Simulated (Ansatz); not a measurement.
Planning a run of Ansatz 0.2.0 on LiMgOF (rocksalt [001] superlattice). The input:

```yaml
crystal:
  lattice:
    - [2.8929662, 0.0, 0.0]
    - [0.0, 2.8929662, 0.0]
    - [0.0, 0.0, 16.0624216673]
  atoms:
    - { symbol: Li, position: [0.0, 0.0, 0.0617659321] }
    - { symbol: F, position: [0.5, 0.5, 0.0646433346] }
    - { symbol: Li, position: [0.5, 0.5, 0.1827106702] }
    - { symbol: F, position: [0.0, 0.0, 0.1819070476] }
    - { symbol: Li, position: [0.0, 0.0, 0.3000997508] }
    - { symbol: F, position: [0.5, 0.5, 0.3009014273] }
    - { symbol: Li, position: [0.5, 0.5, 0.4210494439] }
    - { symbol: F, position: [0.0, 0.0, 0.4181744721] }
    - { symbol: Mg, position: [0.0, 0.0, 0.5460271953] }
    - { symbol: O, position: [0.5, 0.5, 0.5443866338] }
    - { symbol: Mg, position: [0.5, 0.5, 0.6758229134] }
    - { symbol: O, position: [0.0, 0.0, 0.6761409383] }
    - { symbol: Mg, position: [0.0, 0.0, 0.8070010214] }
    - { symbol: O, position: [0.5, 0.5, 0.8066853745] }
    - { symbol: Mg, position: [0.5, 0.5, 0.936786439] }
    - { symbol: O, position: [0.0, 0.0, 0.9384317371] }
kpoints:
  mp_grid: { grid: [6, 6, 2] }
hamiltonian:
  xc: lda
  pseudopotentials: { kind: paw, azcp: { folder: soft_1 }, xc_functional: pbe }
scf:
  occupations: { method: fixed }
gw:
  n_empty_bands: 89
  ecut_chi: 44
  qp_bands: [v4, c4]
  qp_kpoints: band_edges
  screening: { model: contour_deformation }
```

```sh
ansatz run input.yaml --threads 4 --pin off --max-ram 17510MiB --backend cpu --events-out ev --progress --plain --runs-dir out
```

Question: How long will it take on 4 threads of Arm Neoverse V2, shared host, and how much memory?

It took 2.1 min; on shared hardware allow 64 s to 4.3 min. Peak host memory was 0.65 GiB. The sizes that set the cost: 2617 plane waves a state, 20 irreducible k points, 141 bands summed, 97 plane waves in the screening and 10 SCF cycles.

The screening grows as filled bands × empty bands × pairs of k points, times the square of the screening basis for the matrix.

[Paths, hosts, dates, memory and timing lines, banners, echoed tables and standing remarks are left out of the program output.]

[Logs are printed without paths, hosts, clocks, repeated set-up lines and the standing remarks that a program may print on its own settings, such as how far it seeks lower states.]

[Runs of the session that timed out or met a known fault of the program may be left out.]

[Cells called generated may have been cut or substituted from an entry of the Crystallography Open Database or the Materials Project.]

[Hosts, paths, dates, database ids (printed as entryN), source tags and the programs' standing remarks are cut or masked in the printed files.]
